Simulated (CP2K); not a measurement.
Consider mercaptoketene at its PBE geometry (Å).

```xyz
6

O    -2.2467   -0.4272    0.1120
C    -1.1667    0.0266    0.0345
C     0.0647    0.5118   -0.0310
S     1.3206   -0.4754    0.7244
H     0.2553    1.4929   -0.4616
H     1.7729   -1.1287   -0.3783
```

Method: CP2K XAS_TDP, all-electron GAPW, PBEh(45%), aug-cc-pVTZ, TDA, GW2X-corrected core level, no relativity.

**Question.** Where do the C K-edge lines lie, and how strong are they?

Leading lines: C2 287.24 eV and C3 287.34 eV. The leading line of an atom is its first one with 35 % of the strongest within 2.5 eV of its lowest line over the strength cut. Core ionisation energies at this level: C2 295.18 and C3 291.08 eV.

The first six lines of each atom with a strength over 0.0015:

```
                     atom  energy (eV)  states  strength, one atom  above the computed threshold
   C2 (bonded to C and O)       287.24       1              0.0750                              
                                289.96       1              0.0728                              
                                294.90       1              0.0021                              
                                298.08       1              0.0045                           yes
                                298.86       1              0.0018                           yes
                                299.09       1              0.0027                           yes
C3 (bonded to C, S and H)       286.07       1              0.0040                              
                                287.34       1              0.0327                              
                                288.26       1              0.0074                              
                                289.08       1              0.0146                              
                                289.45       1              0.0200                              
                                290.00       1              0.0138
```

Lines are vertical, at one geometry, with no vibrational structure. GW2X ionisation energies and lines can be off by 1 to 2 eV either way, and a good line position may hide errors that cancel. These values hold no scalar relativity, about 0.1 eV for C 1s. Rydberg lines, and the discretised continuum above threshold, depend on the basis and the box.

[Banner, clock and machine lines of the logs are left out without a mark of their own.]

[Logs are printed without paths, hosts, clocks, repeated set-up lines and the standing remarks that a program may print on its own settings, such as how far it seeks lower states.]

[Hosts, paths, dates, database ids (printed as entryN), source tags and the programs' standing remarks are cut or masked in the printed files.]
